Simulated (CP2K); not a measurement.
Consider 2-carboxythiophene at its PBE geometry (Å).

```xyz
12

O     2.2675   -1.2468    1.1708
C     1.7688   -0.4838    0.3488
O     2.5229    0.2280   -0.5631
C     0.3356   -0.2221    0.2158
C    -0.3429    0.6131   -0.6585
C    -1.7433    0.5803   -0.4607
C    -2.1053   -0.2800    0.5597
S    -0.7547   -1.0445    1.2766
H     3.4488   -0.0255   -0.3704
H     0.1675    1.2181   -1.4038
H    -2.4591    1.1611   -1.0381
H    -3.1057   -0.4977    0.9229
```

Method: CP2K XAS_TDP, all-electron GAPW, PBEh(45%), aug-cc-pVDZ, TDA, GW2X-corrected core level, no relativity.

Where do the C K-edge lines lie, and how strong are they?

Leading lines: C2 289.91 eV, C4 286.77 eV, C5 286.71 eV, C6 287.50 eV and C7 286.64 eV. The leading line of an atom is its first one with 35 % of the strongest within 2.5 eV of its lowest line over the strength cut. Core ionisation energies at this level: C5 292.48, C6 292.32, C7 292.55, C2 296.62 and C4 292.35 eV.

The first six lines of each atom with a strength over 0.0015:

```tsv
atom	energy (eV)	states	strength, one atom	above the computed threshold
C2 (bonded to C and 2 O)	289.91	1	0.0654	
	294.42	1	0.0140	
	294.63	1	0.0053	
	295.81	1	0.0018	
	296.06	1	0.0047	
	296.22	1	0.0015	
C4 (bonded to 2 C and S)	286.77	1	0.0306	
	289.44	1	0.0384	
	290.17	1	0.0160	
	291.00	1	0.0076	
	291.40	1	0.0025	
	292.37	1	0.0019	yes
C5 (bonded to 2 C and H)	286.71	1	0.0459	
	289.92	1	0.0086	
	290.55	1	0.0090	
	291.17	1	0.0022	
	291.49	1	0.0034	
	292.31	1	0.0049	
C6 (bonded to 2 C and H)	287.50	1	0.0365	
	288.69	1	0.0180	
	290.23	1	0.0107	
	290.97	1	0.0056	
	291.37	1	0.0022	
	291.47	1	0.0028	
C7 (bonded to C, S and H)	286.64	1	0.0494	
	290.02	1	0.0269	
	290.39	1	0.0036	
	290.45	1	0.0178	
	291.44	1	0.0064	
	291.61	1	0.0019
```

Lines are vertical, at one geometry, with no vibrational structure. GW2X ionisation energies and lines can be off by 1 to 2 eV either way, and a good line position may hide errors that cancel. These values hold no scalar relativity, about 0.1 eV for C 1s. Rydberg lines, and the discretised continuum above threshold, depend on the basis and the box.

[Banner, clock and machine lines of the logs are left out without a mark of their own.]

[Logs are printed without paths, hosts, clocks, repeated set-up lines and the standing remarks that a program may print on its own settings, such as how far it seeks lower states.]

[Hosts, paths, dates, database ids (printed as entryN), source tags and the programs' standing remarks are cut or masked in the printed files.]
